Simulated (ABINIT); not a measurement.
**CsMgF3 (Pm-3m): G0W0 with ABINIT, start to end**

How does a plane-wave GW calculation on CsMgF3 (Pm-3m) run from the first input to the gap?

Method: LDA and many-body steps on it, plane waves, in ABINIT 10.8.3.

This is a report of a sequence of runs, with most program output left out.

## (1) The starting structure

It takes space group Pm-3m (No. 221, cubic). Conventional cell: a = 4.252 Å, b = 4.252 Å, c = 4.252 Å, α = 90.00°, β = 90.00°, γ = 90.00°. Nearest to Cs lie 12 F at 3.01 Å. Nearest to Mg lie 6 F at 2.13 Å. Nearest to F lie 2 Mg at 2.13 Å and 4 Cs at 3.01 Å. Farther neighbours and most contacts between anions are not listed.

The cell and positions are those that the Materials Project relaxed with its own functionals (PBE, PBE+U or r2SCAN), kept fixed. Spin-orbit coupling is left out unless a step names it.

## (2) Ground state

This step: ABINIT 10.8.3; DFT, LDA, plane waves, norm-conserving pseudopotentials.

The ground-state density comes first.

run.abi

```
acell 3*1.0 Angstrom
rprim 
  4.252307000000 0.000000000000 0.000000000000
  0.000000000000 4.252307000000 0.000000000000
  0.000000000000 0.000000000000 4.252307000000
ntypat 3
znucl 55 12 9
natom 5
typat 1 2 3 3 3
xred 
  0.000000000000 0.000000000000 0.000000000000
  0.500000000000 0.500000000000 0.500000000000
  0.000000000000 0.500000000000 0.500000000000
  0.500000000000 0.000000000000 0.500000000000
  0.500000000000 0.500000000000 0.000000000000
pp_dirpath "pseudos"
pseudos "Cs.upf, Mg.upf, F.upf"
ecut 38
ngkpt 6 6 6
nshiftk 1
shiftk 0 0 0
kptopt 1
chksymbreak 0
nband 26
occopt 1
tolvrs 1e-10
nstep 60
prtwf 0
optforces 0
optstress 0
indata_prefix "in"
outdata_prefix "out"
tmpdata_prefix "tmp"
```

The run is started by

```console
> OMP_NUM_THREADS=1 mpirun -n 4 abinit run.abi > log
```

It took 57 s on 4 MPI ranks of Arm Neoverse N1, shared host; peak memory 0.38 GiB; 3.8 min of CPU time.

Numbers from this step:

| Item | Value |
| --- | --- |
| total energy | -4266.4683 eV |
| gap | 6.388 eV |
| k of the valence top | 0, 0, 0 |
| k of the conduction bottom | 0, 0, 0 |
| least direct gap | 6.388 eV |

The gap is direct, at Γ.

## (3) Bands along the symmetry lines

The cheap functional maps the bands first; the places of the edges decide which points the dearer methods must see.

run.abi

```
acell 3*1.0 Angstrom
rprim 
  4.252307000000 0.000000000000 0.000000000000
  0.000000000000 4.252307000000 0.000000000000
  0.000000000000 0.000000000000 4.252307000000
ntypat 3
znucl 55 12 9
natom 5
typat 1 2 3 3 3
xred 
  0.000000000000 0.000000000000 0.000000000000
  0.500000000000 0.500000000000 0.500000000000
  0.000000000000 0.500000000000 0.500000000000
  0.500000000000 0.000000000000 0.500000000000
  0.500000000000 0.500000000000 0.000000000000
pp_dirpath "pseudos"
pseudos "Cs.upf, Mg.upf, F.upf"
ecut 38
iscf -2
irdden 1
kptopt 0
nkpt 50
kpt 
  0.00000000 0.00000000 0.00000000
  0.00000000 0.06250000 0.00000000
  0.00000000 0.12500000 0.00000000
  0.00000000 0.18750000 0.00000000
  0.00000000 0.25000000 0.00000000
  0.00000000 0.31250000 0.00000000
  0.00000000 0.37500000 0.00000000
  0.00000000 0.43750000 0.00000000
  0.00000000 0.50000000 0.00000000
  0.06250000 0.50000000 0.00000000
  0.12500000 0.50000000 0.00000000
  0.18750000 0.50000000 0.00000000
  0.25000000 0.50000000 0.00000000
  0.31250000 0.50000000 0.00000000
  0.37500000 0.50000000 0.00000000
  0.43750000 0.50000000 0.00000000
  0.50000000 0.50000000 0.00000000
  0.43750000 0.43750000 0.00000000
  0.37500000 0.37500000 0.00000000
  0.31250000 0.31250000 0.00000000
  0.25000000 0.25000000 0.00000000
  0.18750000 0.18750000 0.00000000
  0.12500000 0.12500000 0.00000000
  0.06250000 0.06250000 0.00000000
  0.00000000 0.00000000 0.00000000
  0.06250000 0.06250000 0.06250000
  0.12500000 0.12500000 0.12500000
  0.18750000 0.18750000 0.18750000
  0.25000000 0.25000000 0.25000000
  0.31250000 0.31250000 0.31250000
  0.37500000 0.37500000 0.37500000
  0.43750000 0.43750000 0.43750000
  0.50000000 0.50000000 0.50000000
  0.43750000 0.50000000 0.43750000
  0.37500000 0.50000000 0.37500000
  0.31250000 0.50000000 0.31250000
  0.25000000 0.50000000 0.25000000
  0.18750000 0.50000000 0.18750000
  0.12500000 0.50000000 0.12500000
  0.06250000 0.50000000 0.06250000
  0.00000000 0.50000000 0.00000000
  0.50000000 0.50000000 0.50000000
  0.50000000 0.50000000 0.43750000
  0.50000000 0.50000000 0.37500000
  0.50000000 0.50000000 0.31250000
  0.50000000 0.50000000 0.25000000
  0.50000000 0.50000000 0.18750000
  0.50000000 0.50000000 0.12500000
  0.50000000 0.50000000 0.06250000
  0.50000000 0.50000000 0.00000000
istwfk *1
nband 27
nbdbuf 2
tolwfr 1e-08
nstep 40
prtwf 0
prtvol 0
indata_prefix "in"
outdata_prefix "out"
tmpdata_prefix "tmp"
```

Elapsed: 81 s, on 4 MPI ranks; peak memory 0.4 GiB; 5.4 min of CPU time.

This step gave:

| Property | Result |
| --- | --- |
| gap | 6.388 eV |
| k of the valence top | 0, 0, 0 |
| k of the conduction bottom | 0, 0, 0 |
| least direct gap | 6.388 eV |

The gap is 6.388 eV, as in the run before at this level.

Electronic bands along the path, in eV, zero at the top of the highest filled band:

```
    point  band 17  band 18  band 19  band 20  band 21  band 22  band 23  band 24
        Γ    -0.70     0.00     0.00     0.00     6.39     8.46     8.46    11.28
  halfway    -0.75    -0.59    -0.17    -0.17     7.38     8.97     9.40    11.42
        X    -0.66    -0.66    -0.42    -0.42     9.10     9.24     9.56    11.54
  halfway    -0.72    -0.58    -0.44    -0.21     9.09     9.83    10.61    11.43
        M    -1.05    -0.21    -0.18    -0.18     8.87    10.46    11.75    11.75
  halfway    -0.80    -0.57    -0.39    -0.04     8.11     9.46    10.23    11.22
        Γ    -0.70     0.00     0.00     0.00     6.39     8.46     8.46    11.28
  halfway    -0.77    -0.46    -0.14    -0.14     8.52    10.11    10.11    11.14
        R    -0.20    -0.16    -0.16    -0.16     8.69     8.69     8.69    11.84
  halfway    -0.50    -0.46    -0.33    -0.30     9.09     9.96     9.98    11.03
        X    -0.66    -0.66    -0.42    -0.42     9.10     9.24     9.56    11.54
jump to R    -0.20    -0.16    -0.16    -0.16     8.69     8.69     8.69    11.84
  halfway    -0.60    -0.20    -0.18    -0.18     8.79     9.63     9.63    11.55
        M    -1.05    -0.21    -0.18    -0.18     8.87    10.46    11.75    11.75
```

## (4) Empty states on the mesh, 2×2×2 mesh, 55 bands

The sums over transitions need many empty states on a uniform mesh; this step solves for them.

run.abi

```
acell 3*1.0 Angstrom
rprim 
  4.252307000000 0.000000000000 0.000000000000
  0.000000000000 4.252307000000 0.000000000000
  0.000000000000 0.000000000000 4.252307000000
ntypat 3
znucl 55 12 9
natom 5
typat 1 2 3 3 3
xred 
  0.000000000000 0.000000000000 0.000000000000
  0.500000000000 0.500000000000 0.500000000000
  0.000000000000 0.500000000000 0.500000000000
  0.500000000000 0.000000000000 0.500000000000
  0.500000000000 0.500000000000 0.000000000000
pp_dirpath "pseudos"
pseudos "Cs.upf, Mg.upf, F.upf"
ecut 38
ngkpt 2 2 2
nshiftk 1
shiftk 0 0 0
kptopt 1
chksymbreak 0
iscf -2
irdden 1
istwfk *1
nband 55
nbdbuf 4
tolwfr 1e-09
nstep 60
prtvol 0
indata_prefix "in"
outdata_prefix "out"
tmpdata_prefix "tmp"
```

It took 23 s on 4 MPI ranks; peak memory 0.3 GiB.

This step gave:

```yaml
gap: 6.388 eV
k_of_the_valence_top: 0, 0, 0
k_of_the_conduction_bottom: 0, 0, 0
least_direct_gap: 6.388 eV
k_points_computed: 4
lowest_point_of_the_top_converged_band_above_the_valence_top: 26.97 eV
```

On this mesh the gap is 6.388 eV.

## (5) Screening, 2×2×2 mesh, 51 bands, screening to 87.1 eV

The RPA dielectric matrix is built and inverted for each q.

This step: RPA screening on LDA, plane waves, norm-conserving pseudopotentials.

run.abi: that of step 4 with these lines changed.

```diff
@@ -23,10 +23,11 @@
 chksymbreak 0
-iscf -2
-irdden 1
 istwfk *1
-nband 55
-nbdbuf 4
-tolwfr 1e-09
-nstep 60
-prtvol 0
+occopt 1
+irdwfk 1
+optdriver 3
+nband 51
+ecuteps 3.2
+inclvkb 2
+awtr 1
+symchi 1
 indata_prefix "in"
```

It took 12 s on 4 MPI ranks; peak memory 0.76 GiB; 49 s of CPU time.

This step gave:

| Item | Value |
| --- | --- |
| ε∞ with local fields, on this mesh, along the program's q direction | 2.442 |
| the same without local fields | 2.669 |
| plasma frequency | 26.78 eV |
| plane waves in the screening matrix | 147 |

Local fields lower ε∞ by 9 %. On a Γ-centred mesh this coarse the value itself is usually too large, while a short band sum pulls it down.

## (6) Self-energy, 2×2×2 mesh, 51 bands, screening to 87.1 eV

The self-energy is evaluated for the states that the input lists, and the levels follow from it, in one-shot runs by the linearised quasiparticle equation.

This step: G0W0 on LDA, plane waves, norm-conserving pseudopotentials.

run.abi: that of step 5 with these lines changed.

```diff
@@ -26,8 +26,15 @@
 irdwfk 1
-optdriver 3
+optdriver 4
 nband 51
+gwcalctyp 0
+ecutsigx 38
+symsigma 1
+nkptgw 1
+kptgw 
+  0.0000000000 0.0000000000 0.0000000000
+bdgw 
+  18 23
 ecuteps 3.2
-inclvkb 2
-awtr 1
-symchi 1
+irdscr 1
+ppmodel 1
 indata_prefix "in"
```

Wall time 6.3 s (4 MPI ranks); peak memory 0.67 GiB.

Numbers from this step:

```
G0W0 gap on the points computed              : 10.45 eV
starting gap on the mesh                     : 6.388 eV
k of the valence top                         : 0, 0, 0
k of the conduction bottom                   : 0, 0, 0
Z at the valence top                         : 0.808
Z at the conduction bottom                   : 0.882
least direct G0W0 gap on the computed points : 10.45 eV
```

The gap on the mesh goes from 6.39 eV to 10.45 eV, a correction of +4.06 eV.

Limits: finite bands, cutoff and mesh; no spin-orbit coupling; coarse k mesh. v1 is the top filled band, c1 the lowest empty one. Levels before and after the correction, in eV, zero at the valence-band top of each column:

```
           conduction bottom  valence top
Kohn-Sham               6.39         0.00
     G0W0              10.45         0.00
```

```
             level  energy (eV)
Kohn-Sham  Γ v3-v1        0.000
Kohn-Sham     Γ c1        6.388
Kohn-Sham  Γ c2-c3        8.462
     G0W0  Γ v3-v1        0.000
     G0W0     Γ c1       10.447
     G0W0  Γ c2-c3       12.269
```

## (7) Where the time went

Times are wall times on 4 MPI ranks of Arm Neoverse N1, shared host, good to a factor of about two.

```
                          step   time  share  memory (GiB)
                  ground state   57 s   32 %          0.38
bands along the symmetry lines   81 s   45 %           0.4
      empty states on the mesh   23 s   13 %           0.3
                     screening   12 s    7 %          0.76
                   self-energy  6.3 s    4 %          0.67
```

## (8) What came out

| Item | Value |
| --- | --- |
| LDA gap | 6.39 eV, direct |
| G0W0 gap on the mesh | 10.45 eV |
| GW settings | 2×2×2 mesh, 51 bands, screening to 87.1 eV, Godby-Needs plasmon pole |
| known limits | not at the basis limit; no spin-orbit coupling; coarse k mesh |

In words: G0W0 moves the gap on the mesh from 6.39 eV to 10.45 eV (+4.06 eV), with Z of 0.81 and 0.88 at the edges. Local fields lower the RPA ε∞ on this mesh from 2.67 to 2.44; a Γ-centred mesh this coarse tends to raise both, most where the direct gap is narrow, while a short band sum lowers them. Only 1 of the mesh's irreducible points was corrected, so a valley elsewhere could overtake. Bands and cutoff are finite, so the gap is not at the basis limit. The miss can reach some tenths of an eV and take either sign; the mesh is an error of its own. In the G0W0 run levels were corrected at 1 k point alone, so a gap called «on the mesh» is the least over those, and an edge elsewhere would be missed. The 2×2×2 mesh is coarse for this cell, which bears on the long-range parts of exchange and screening. This is the ideal cubic cell; many perovskites, halides above all, are cubic only on average, and local tilts or off-centring can widen the gap. The many-body steps are scalar-relativistic: spin-orbit coupling is not in them.

[Paths, hosts, dates, memory and timing lines, banners, echoed tables and standing remarks are left out of the program output.]

[Logs are printed without paths, hosts, clocks, repeated set-up lines and the standing remarks that a program may print on its own settings, such as how far it seeks lower states.]

[Runs of the session that timed out or met a known fault of the program may be left out.]

[Hosts, paths, dates, database ids (printed as entryN), source tags and the programs' standing remarks are cut or masked in the printed files.]

[G0W0 gaps are taken among the corrected bands and points alone; a level outside them can change the order at an edge.]

[Where Ansatz stands beside ABINIT at settings called matched, ABINIT's density can come from a denser mesh and the files from another edition; pairs whose starting gaps differed by over 0.03 eV were left out, so agreement reads better than it is.]
